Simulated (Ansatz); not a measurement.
**How many bands does the GW gap of TiO2 (I4/m) need?**

Aim: see how the G0W0 gap of TiO2 (I4/m) on LDA moves with empty bands and screening cutoff, and what each rung costs.

Main program and level: Ansatz 0.2.0; G0W0 on LDA, plane waves, PAW; PAW set soft_1.

### 1. The structure

The structure is tetragonal, space group I4/m (No. 87). Conventional cell: a = 8.702 Å, b = 8.702 Å, c = 3.775 Å, α = 90.00°, β = 90.00°, γ = 90.00°. Nearest to Ti lie 6 O at 1.80 to 2.26 Å. O has 4 Ti at 1.95 to 2.26 Å nearest. O has 2 Ti at 1.80 to 1.81 Å nearest. Farther neighbours and most contacts between anions are not listed.

The cell and positions are those that the Materials Project relaxed with its own functionals (PBE, PBE+U or r2SCAN), kept fixed. This is not the form that TiO2 usually takes at ambient conditions.

### 2. 128 empty bands, screening to 54 eV

Now the one-shot GW correction: screening in the RPA, then the self-energy of the levels asked for. This step takes PAW set soft_1 files.

File input.yaml:

```yaml
crystal:
  lattice:
    - [-4.3507577183, 4.3507577183, 1.8875555959]
    - [4.3507577183, -4.3507577183, 1.8875555959]
    - [4.3507577183, 4.3507577183, -1.8875555959]
  atoms:
    - { symbol: Ti, position: [0.2922817, 0.00285525, 0.29513695] }
    - { symbol: Ti, position: [0.00285525, 0.7077183, 0.71057354] }
    - { symbol: Ti, position: [0.99714475, 0.2922817, 0.28942646] }
    - { symbol: Ti, position: [0.7077183, 0.99714475, 0.70486305] }
    - { symbol: O, position: [0.49886382, 0.15078472, 0.64964854] }
    - { symbol: O, position: [0.16166201, 0.8403974, 0.00205942] }
    - { symbol: O, position: [0.15078471, 0.50113618, 0.65192089] }
    - { symbol: O, position: [0.15960259, 0.16166201, 0.32126461] }
    - { symbol: O, position: [0.8403974, 0.83833799, 0.67873539] }
    - { symbol: O, position: [0.84921528, 0.49886382, 0.34807911] }
    - { symbol: O, position: [0.83833799, 0.15960259, 0.99794058] }
    - { symbol: O, position: [0.50113618, 0.84921529, 0.35035146] }
kpoints:
  mp_grid: { grid: [4, 4, 4] }
hamiltonian:
  xc: lda
  pseudopotentials: { kind: paw, azcp: { folder: soft_1 }, xc_functional: pbe }
scf:
  occupations: { method: fixed }
gw:
  n_empty_bands: 128
  ecut_chi: 54
  qp_bands: [v4, c4]
  qp_kpoints: band_edges
  screening: { model: contour_deformation }
```

Run with:

```
$ ansatz run input.yaml --threads 3 --pin off --max-ram 92160MiB --backend cuda --events-out ev --progress --plain --runs-dir out --devices 1 --max-vram 13GiB
```

Numbers of over 12 decimals in the logs are rounded to 6 here.

The log of the run:

```text
GPUs: using 1 of 1 available (devices: 1).
Engine: ansatz 0.2.0, x86_64-unknown-linux-gnu
Pseudopotentials: kind: paw
Pseudopotential: Ti, paw, valence charge 12, recommended cutoff 420 eV (normal), soft_1/Ti.paw.azcp
Pseudopotential: O, paw, valence charge 6, recommended cutoff 420 eV (normal), soft_1/O.paw.azcp
Functional definition: SPW92
  exchange = slater_x
  correlation = pw_c
device memory: the entry about to start is reckoned to put 4.1 GiB on a device that reports 51.3 GiB free (of which the cap on the GPU budget leaves the run 13.0 GiB)
GPU FFT provider: cuFFT
GPU libraries: cuBLAS 13.8.2, cuFFT 12.4.0, cuSOLVER 12.3.4
Crystal: 12 atoms, lattice volume = 142.919 Å³
Basis set: ecut = 420 eV, 2795 PW (Γ)
Bands: 60, of which v1, the nominal top of the filled ones, is band 48 counted from 1 (47 counted from 0)
Symmetry: 8 space group operations
Space group: I4/m (ITA 87), of the structure as read, at distance tolerance 5.2e-5 Å
k-points: 14 of 64
Non-local potential: Ti, projectors of the file, l = 0: 3, l = 1: 2, l = 2: 3, l = 3: 1
Non-local potential: O, projectors of the file, l = 0: 2, l = 1: 2, l = 2: 1
PAW form: soft (Blöchl's): semilocal exchange-correlation on the pseudo side does not see the compensation charge
PAW frozen core: Ti, regenerated for the run's functional, and the local potential with it (the file was generated under x = pbe(κ = 0.804, μ = 0.219515), c = pbe(β = 0.066725))
PAW frozen core: O, regenerated for the run's functional, and the local potential with it (the file was generated under x = pbe(κ = 0.804, μ = 0.219515), c = pbe(β = 0.066725))
PAW one-centre angular grid: Ti, 590 points (default); XC on 64 Gauss nodes
PAW one-centre angular grid: O, 110 points (default); XC on 64 Gauss nodes
Initial density: superposition of atomic densities (chi_scale 0.1, normalization cell, long waves kept (reshape's long-wave potential 0.09 eV rms))
Initial wavefunctions: pseudopotential atomic-orbital guess
GPU buffer pool allocated for 91125 grid points (all kernels)
GPU transforms: local potential and band sums: pruned to the plane-wave sphere, on 45×45×45
Functional: x = slater, c = lda
SCF iter   1: F=—  HF=-14261.271789 eV  |F-HF|=—  |Δ(HF+E_count)|=         —  Δρ=5.03e-2  dr2=4.39e0  ethr=3.10e-3  ⟨swp⟩=3.2  Hψ=2533  notcnv=0  defer=114
preconditioner: auto → Resta (q_TF=auto, 2.553 Å⁻¹)  ε∞=7.6  [insulator: Δε(μ)=1.144 eV  Ē_g=9.644 eV  n_scr=44 (ndim 8)  ℏωp=24.8 eV  f_vac=0.049  ε∞_Penn≈7.6]
SCF iter   2: F=—  HF=-14260.657959 eV  |F-HF|=—  |Δ(HF+E_count)|=   6.14e-1  Δρ=2.97e-2  dr2=1.47e0  ethr=3.10e-3  ⟨swp⟩=2.7  Hψ=1386  notcnv=0  defer=117
SCF iter   3: F=—  HF=-14260.408634 eV  |F-HF|=—  |Δ(HF+E_count)|=   2.49e-1  Δρ=2.33e-2  dr2=9.65e-1  ethr=1.53e-3  ⟨swp⟩=2.0  Hψ=1222  notcnv=0  defer=100
SCF iter   4: F=—  HF=-14260.251636 eV  |F-HF|=—  |Δ(HF+E_count)|=   1.57e-1  Δρ=6.04e-3  dr2=8.17e-2  ethr=1.01e-3  ⟨swp⟩=2.2  Hψ=1137  notcnv=0  defer=134
SCF iter   5: F=—  HF=-14260.247741 eV  |F-HF|=—  |Δ(HF+E_count)|=   3.90e-3  Δρ=5.88e-3  dr2=5.91e-2  ethr=8.51e-5  ⟨swp⟩=2.0  Hψ=1228  notcnv=0  defer=127
SCF iter   6: F=—  HF=-14260.242239 eV  |F-HF|=—  |Δ(HF+E_count)|=   5.50e-3  Δρ=1.59e-3  dr2=6.04e-3  ethr=6.15e-5  ⟨swp⟩=2.0  Hψ=1130  notcnv=0  defer=136
SCF iter   7: F=—  HF=-14260.244179 eV  |F-HF|=—  |Δ(HF+E_count)|=   1.94e-3  Δρ=4.94e-4  dr2=4.54e-4  ethr=6.29e-6  ⟨swp⟩=2.0  Hψ=1101  notcnv=0  defer=136
SCF iter   8: F=—  HF=-14260.244525 eV  |F-HF|=—  |Δ(HF+E_count)|=   3.46e-4  Δρ=2.22e-4  dr2=8.83e-5  ethr=4.73e-7  ⟨swp⟩=2.0  Hψ=1150  notcnv=0  defer=81
SCF iter   9: F=—  HF=-14260.244539 eV  |F-HF|=—  |Δ(HF+E_count)|=   1.34e-5  Δρ=3.81e-5  dr2=2.10e-6  ethr=9.20e-8  ⟨swp⟩=2.0  Hψ=1159  notcnv=0  defer=78
SCF iter  10: F=—  HF=-14260.244539 eV  |F-HF|=—  |Δ(HF+E_count)|=   3.37e-7  Δρ=1.20e-5  dr2=1.92e-7  ethr=2.19e-9  ⟨swp⟩=2.0  Hψ=1378  notcnv=0  defer=78
SCF iter  11: F=-14260.244539 eV  HF=-14260.244539 eV  |F-HF|=8.04e-10  |Δ(HF+E_count)|=   3.36e-8  Δρ=3.49e-6  dr2=1.62e-8  ethr=1.04e-10  ⟨swp⟩=9.7  Hψ=2664  notcnv=0
SCF 1 converged in 11 iterations: F = -14260.244539 eV  dr2 = 1.62e-8
  greatest PAW one-centre occupation: 0.998 electrons in one spin orbital (limit 2), on the Ti atom at site 2 (counted from 0), in its partial waves of l = 0
device memory: the entry about to start is reckoned to put 5.1 GiB (of the 5.2 GiB reckoned in all, the device holds 0.1 GiB already) on a device that reports 45.0 GiB free (of which the cap on the GPU budget leaves the run 13.0 GiB)
NSCF: frozen V_eff on 14 k-points
the band table was solved once the SCF had ended and its energy, with any forces and stress, was formed, with the checks that follow a solve (3095 applications of the Hamiltonian). They found nothing against the state; the energy, forces and stress were not computed again (output.eigenvalues in the input reference)
device memory: the entry about to start is reckoned to put 4.0 GiB on a device that reports 45.1 GiB free (of which the cap on the GPU budget leaves the run 13.0 GiB)
NSCF: frozen V_eff on 14 k-points
G₀W₀ screening: q 1/14
[... further progress lines ...]
[...]
`?` marks the rows in doubt; gw_qp.tsv's column doubts and the gw_qp event give each row's grounds
    ik  band        ε_KS         Σx   Σc(E_QP)       V_xc       Z   E_QP_lin       E_QP  E_QP is
     0    45      5.4350   -25.7513     4.8769   -21.0295  0.7259     5.5897     5.5902  root
     0    46      5.4350   -25.7513     4.8769   -21.0295  0.7259     5.5897     5.5902  root
     0    47      5.4396   -25.6655     4.8330   -20.9715  0.7306     5.5782     5.5786  root
     0    48      5.6661   -25.1664     4.8758   -20.3567  0.7178     5.7320     5.7321  root
     0    49      7.8988   -12.6245    -5.8649   -20.5081  0.7483    10.0049     9.9175  root
     0    50      9.3432   -14.1253    -6.1731   -22.3172  0.7238    11.4776    11.3620  root ?
     0    51      9.3432   -14.1253    -6.1731   -22.3172  0.7238    11.4776    11.3620  root ?
     0    52      9.4066   -14.1387    -6.6193   -22.8960  0.7203    11.6876    11.5446  root ?
     1    45      5.2082   -26.5046     4.8972   -21.8016  0.7324     5.4018     5.4024  root
     1    46      5.3909   -25.4531     4.7532   -20.8570  0.7269     5.5475     5.5480  root
     1    47      5.4611   -25.7189     4.8313   -21.0519  0.7265     5.6250     5.6255  root
     1    48      5.7369   -25.3430     4.8462   -20.5872  0.7187     5.8271     5.8273  root
     1    49      8.1397   -12.8597    -5.9032   -20.7832  0.7443    10.2506    10.1600  root
     1    50      9.1749   -13.7902    -6.3915   -22.2983  0.7274    11.4195    11.2915  root ?
     1    51      9.1974   -13.9207    -6.2276   -22.1847  0.7255    11.3502    11.2339  root ?
     1    52      9.4540   -13.9516    -6.4905   -22.5016  0.7199    11.6422    11.5135  root ?
     2    45      5.1951   -26.4598     4.8261   -21.8532  0.7320     5.4138     5.4146  root
     2    46      5.4128   -25.1362     4.6482   -20.6460  0.7221     5.5702     5.5707  root
     2    47      5.4469   -25.8290     4.8685   -21.1280  0.7261     5.6138     5.6144  root
     2    48      5.6951   -25.1584     4.7680   -20.4952  0.7166     5.7997     5.7999  root
     2    49      8.5795   -13.3112    -5.7711   -21.0538  0.7388    10.6412    10.5510  root
     2    50      8.8380   -13.4476    -6.4799   -22.0334  0.7290    11.0684    10.9438  root ?
     2    51      9.0492   -13.5090    -6.3512   -21.9668  0.7302    11.2782    11.1556  root ?
     2    52      9.6062   -13.6715    -6.9992   -22.7899  0.7138    11.8768    11.7254  root ?
     3    45      5.1403   -24.8506     4.6446   -20.3194  0.7161     5.2535     5.2537  root
     3    46      5.7262   -25.7888     4.8615   -21.0736  0.7291     5.8721     5.8725  root
     3    47      5.7483   -25.2739     4.7459   -20.6425  0.7205     5.8625     5.8628  root
     3    48      5.8023   -25.7669     4.8891   -21.0043  0.7263     5.9285     5.9287  root
     3    49      9.0372   -14.1410    -5.9116   -22.0669  0.7289    11.1585    11.0515  root ?
     3    50      9.2494   -13.9473    -6.3288   -22.3717  0.7265    11.4698    11.3450  root ?
     3    51      9.3400   -14.0502    -6.3505   -22.4738  0.7246    11.5360    11.4131  root ?
     3    52      9.3712   -14.0070    -6.4065   -22.4859  0.7239    11.5679    11.4436  root ?
     4    45      5.3807   -25.3449     4.8328   -20.6350  0.7213     5.5034     5.5037  root
     4    46      5.7324   -25.7968     4.8710   -21.0664  0.7282     5.8726     5.8730  root
     4    47      5.7859   -25.4037     4.7552   -20.7792  0.7208     5.9162     5.9165  root
     4    48      5.9105   -25.5544     4.7741   -20.9216  0.7253     6.0514     6.0518  root
     4    49      8.9834   -13.6120    -6.2976   -22.0102  0.7307    11.2035    11.0838  root ?
     4    50      9.1386   -13.8835    -6.2171   -22.1673  0.7286    11.3224    11.2052  root ?
     4    51      9.3293   -13.8367    -6.4639   -22.3751  0.7235    11.5293    11.4038  root ?
     4    52      9.4637   -13.8766    -6.6505   -22.6294  0.7205    11.7011    11.5660  root ?
     5    45      5.3746   -25.3390     4.8313   -20.6300  0.7213     5.4965     5.4968  root
[...]
5    49      8.9877   -13.6027    -6.3135   -22.0189  0.7306    11.2107    11.0903  root ?
     5    50      9.1321   -13.8864    -6.2019   -22.1518  0.7287    11.3120    11.1956  root ?
     5    51      9.3309   -13.8405    -6.4635   -22.3794  0.7236    11.5319    11.4064  root ?
     5    52      9.4627   -13.8741    -6.6487   -22.6258  0.7207    11.7007    11.5656  root ?
[...]
6    49      9.1453   -13.8569    -6.2383   -22.1827  0.7282    11.3532    11.2328  root ?
     6    50      9.5112   -14.3158    -6.3908   -22.7870  0.7197    11.7202    11.5916  root ?
     6    51      9.5779   -14.0891    -6.5379   -22.7109  0.7181    11.7959    11.6618  root ?
[...]
12    45      5.1766   -26.4371     4.7793   -21.8954  0.7321     5.4132     5.4141  root
    12    46      5.2126   -25.1788     4.9636   -20.2994  0.7190     5.2967     5.2969  root
    12    47      5.3538   -25.5352     4.9593   -20.6840  0.7235     5.4616     5.4619  root
    12    48      6.1241   -25.5070     4.6758   -20.9807  0.7230     6.2731     6.2735  root
    12    49      8.8050   -13.3508    -6.0420   -21.4056  0.7336    10.9202    10.8178  root ?
    12    50      8.9604   -13.3807    -6.6085   -22.1033  0.7266    11.2048    11.0745  root ?
    12    51      9.1058   -13.6010    -6.1062   -21.7607  0.7324    11.2710    11.1593  root ?
    12    52      9.5576   -13.6540    -7.0329   -22.8179  0.7139    11.8429    11.6886  root ?
    13    45      5.1375   -26.5439     4.6595   -22.1912  0.7345     5.4428     5.4443  root
    13    46      5.2127   -25.2073     5.0489   -20.2174  0.7200     5.2717     5.2718  root
    13    47      5.2127   -25.2073     5.0489   -20.2174  0.7200     5.2717     5.2718  root
    13    48      6.3729   -25.8163     4.7185   -21.2578  0.7250     6.5324     6.5328  root
    13    49      9.1695   -13.2723    -6.7029   -22.0760  0.7237    11.4029    11.2703  root ?
    13    50      9.1695   -13.2723    -6.7029   -22.0760  0.7237    11.4029    11.2703  root ?
    13    51      9.2207   -13.7300    -5.9247   -21.6540  0.7320    11.3250    11.2200  root ?
    13    52      9.4164   -13.6432    -7.1358   -22.9470  0.7142    11.7483    11.5845  root ?
[key lines of the parts left out:]
SCF converged after 11 iterations
Free energy (F): -14260.244539 eV
Fermi energy:    6.372895 eV
```

It took 29 s on 1 × NVIDIA H100 80GB HBM3 (shared by 6 runs) with 3 threads of AMD EPYC 7R13 (Zen 3), shared host; peak memory 1.2 GiB.

In the SCF lines HF is the Harris–Foulkes energy and dr2 the Hartree energy of the density residual, in eV; the loop may stop once dr2 is under the threshold and the program's other checks hold. Hψ counts applications of the Hamiltonian.

Numbers from this step:

```
bands summed                                 : 176
RPA ε∞ on this mesh (eigenvalues)            : 6.270, 6.270, 6.310
plane waves in the screening matrix          : 127
q-points in the mesh                         : 64
G0W0 gap on the mesh                         : 3.385 eV
k of the valence top                         : -0.5, -0.5, -0.5
k of the conduction bottom                   : 0, 0, 0
starting gap on the mesh                     : 1.526 eV
Z at the valence top                         : 0.7250
Z at the conduction bottom                   : 0.7483
least direct G0W0 gap on the computed points : 4.185 eV
```

The gap on the mesh goes from 1.53 eV to 3.38 eV, a correction of +1.86 eV. Between the two edge states, bare exchange in place of the xc potential would open the gap by 12.44 eV, and correlation takes back 10.58 eV.

### 3. 364 empty bands, screening to 108 eV

Another rung: the empty bands reach about as high as the screening cutoff, so the two stay in balance.

Changes to input.yaml since step 2:

```diff
@@ -26,4 +26,4 @@
 gw:
-  n_empty_bands: 128
-  ecut_chi: 54
+  n_empty_bands: 364
+  ecut_chi: 108
   qp_bands: [v4, c4]
```

The log of the run:

```text
GPUs: using 1 of 1 available (devices: 1).
[...]
GPU FFT provider: cuFFT
GPU libraries: cuBLAS 13.8.2, cuFFT 12.4.0, cuSOLVER 12.3.4
Crystal: 12 atoms, lattice volume = 142.919 Å³
Basis set: ecut = 420 eV, 2795 PW (Γ)
Bands: 60, of which v1, the nominal top of the filled ones, is band 48 counted from 1 (47 counted from 0)
Symmetry: 8 space group operations
[...]
k-points: 14 of 64
[...]
GPU buffer pool allocated for 91125 grid points (all kernels)
[...]
SCF iter   1: F=—  HF=-14261.271789 eV  |F-HF|=—  |Δ(HF+E_count)|=         —  Δρ=5.03e-2  dr2=4.39e0  ethr=3.10e-3  ⟨swp⟩=3.2  Hψ=2533  notcnv=0  defer=114
[...]
SCF iter  11: F=-14260.244539 eV  HF=-14260.244539 eV  |F-HF|=8.04e-10  |Δ(HF+E_count)|=   3.36e-8  Δρ=3.49e-6  dr2=1.62e-8  ethr=1.04e-10  ⟨swp⟩=9.7  Hψ=2664  notcnv=0
SCF 1 converged in 11 iterations: F = -14260.244539 eV  dr2 = 1.62e-8
[...]
NSCF: frozen V_eff on 14 k-points
[...]
G₀W₀ screening: q 1/14
[... further progress lines ...]
[...]
SCF converged after 11 iterations
Free energy (F): -14260.244539 eV
[...]
Internal energy: -14260.244539 eV  (E = F + TS)
E sigma→0 (E₀):  -14260.244539 eV
Fermi energy:    6.372895 eV
[...]
--- Band table (eV; the first three rows and the last of 14) ---
  k-point 0: bands = [... 44 lower, 5.4350, 5.4350, 5.4396, 5.6661, 7.8988, 9.3432, 9.3432, 9.4066, ... 8 higher]
  k-point 1: bands = [... 44 lower, 5.2082, 5.3909, 5.4611, 5.7369, 8.1397, 9.1749, 9.1974, 9.4540, ... 8 higher]
  k-point 2: bands = [... 44 lower, 5.1951, 5.4128, 5.4469, 5.6951, 8.5795, 8.8380, 9.0492, 9.6062, ... 8 higher]
  k-point 13: bands = [... 44 lower, 5.1375, 5.2127, 5.2127, 6.3729, 9.1695, 9.1695, 9.2207, 9.4164, ... 8 higher]
[...]
0    45      5.4350   -25.7513     4.6232   -21.0295  0.7182     5.3363     5.3365  root
     0    46      5.4350   -25.7513     4.6232   -21.0295  0.7182     5.3363     5.3365  root
     0    47      5.4396   -25.6655     4.5750   -20.9715  0.7230     5.3203     5.3206  root
     0    48      5.6661   -25.1664     4.6534   -20.3567  0.7099     5.5092     5.5097  root
     0    49      7.8988   -12.6245    -6.2812   -20.5081  0.7430     9.5496     9.5011  root
     0    50      9.3432   -14.1253    -6.5913   -22.3172  0.7174    11.0086    10.9438  root
     0    51      9.3432   -14.1253    -6.5913   -22.3172  0.7174    11.0086    10.9438  root
     0    52      9.4066   -14.1387    -7.0595   -22.8960  0.7139    11.1810    11.1045  root
[...]
13    49      9.1695   -13.2723    -7.1320   -22.0760  0.7176    10.9143    10.8412  root
    13    50      9.1695   -13.2723    -7.1320   -22.0760  0.7176    10.9143    10.8412  root
    13    51      9.2207   -13.7300    -6.3375   -21.6540  0.7259    10.8662    10.8072  root
    13    52      9.4164   -13.6432    -7.5770   -22.9470  0.7081    11.2301    11.1433  root
```

It took 45 s on 1 × NVIDIA H100 80GB HBM3 (shared by 6 runs) with 3 threads; peak memory 1.7 GiB; 69 s of CPU time.

Numbers from this step:

```
bands summed                                 : 412
RPA ε∞ on this mesh (eigenvalues)            : 6.157, 6.157, 6.243
plane waves in the screening matrix          : 371
q-points in the mesh                         : 64
G0W0 gap on the mesh                         : 3.214 eV
k of the valence top                         : -0.5, -0.5, -0.5
k of the conduction bottom                   : 0, 0, 0
starting gap on the mesh                     : 1.526 eV
Z at the valence top                         : 0.7162
Z at the conduction bottom                   : 0.7430
least direct G0W0 gap on the computed points : 3.991 eV
```

Against the run with 4×4×4 mesh, 128 empty bands, screening to 54 eV, PAW set soft_1 files, the gap moves by −0.17 eV.

### 4. 783 empty bands, screening to 180 eV

Changes to input.yaml since step 3:

```diff
@@ -26,4 +26,4 @@
 gw:
-  n_empty_bands: 364
-  ecut_chi: 108
+  n_empty_bands: 783
+  ecut_chi: 180.0
   qp_bands: [v4, c4]
```

The log of the run:

```text
GPUs: using 1 of 1 available (devices: 1).
[...]
GPU FFT provider: cuFFT
GPU libraries: cuBLAS 13.8.2, cuFFT 12.4.0, cuSOLVER 12.3.4
Crystal: 12 atoms, lattice volume = 142.919 Å³
Basis set: ecut = 420 eV, 2795 PW (Γ)
Bands: 60, of which v1, the nominal top of the filled ones, is band 48 counted from 1 (47 counted from 0)
Symmetry: 8 space group operations
[...]
k-points: 14 of 64
[...]
0    52      9.4066   -14.1387    -7.2790   -22.8960  0.7102    10.9411    10.8850  root
[...]
13    49      9.1695   -13.2723    -7.3398   -22.0760  0.7141    10.6879    10.6334  root
    13    50      9.1695   -13.2723    -7.3398   -22.0760  0.7141    10.6879    10.6334  root
    13    51      9.2207   -13.7300    -6.5507   -21.6540  0.7224    10.6368    10.5939  root
    13    52      9.4164   -13.6432    -7.7903   -22.9470  0.7044    10.9947    10.9299  root
[key lines of the parts left out:]
SCF converged after 11 iterations
Free energy (F): -14260.244539 eV
Fermi energy:    6.372895 eV
```

The job ended after 1.9 min (1 × NVIDIA H100 80GB HBM3 (shared by 6 runs) with 3 threads; peak memory 3.1 GiB).

Numbers from this step:

```yaml
bands_summed: 831
rpa_eps_infinity_on_this_mesh_eigenvalues: 6.123, 6.123, 6.186
plane_waves_in_the_screening_matrix: 797
g0w0_gap_on_the_mesh: 3.260 eV
k_of_the_valence_top: -0.5, -0.5, -0.5
k_of_the_conduction_bottom: 0, 0, 0
starting_gap_on_the_mesh: 1.526 eV
least_direct_g0w0_gap_on_the_computed_points: 4.017 eV
```

Against the run with 4×4×4 mesh, 364 empty bands, screening to 108 eV, PAW set soft_1 files, the gap moves by +0.05 eV.

(Part 1 of 2 ends here.)

[Paths, hosts, dates, memory and timing lines, banners, echoed tables and standing remarks are left out of the program output.]

[Logs are printed without paths, hosts, clocks, repeated set-up lines and the standing remarks that a program may print on its own settings, such as how far it seeks lower states.]

[Runs of the session that timed out or met a known fault of the program may be left out.]

[Cells called generated may have been cut or substituted from an entry of the Crystallography Open Database or the Materials Project.]

[Hosts, paths, dates, database ids (printed as entryN), source tags and the programs' standing remarks are cut or masked in the printed files.]
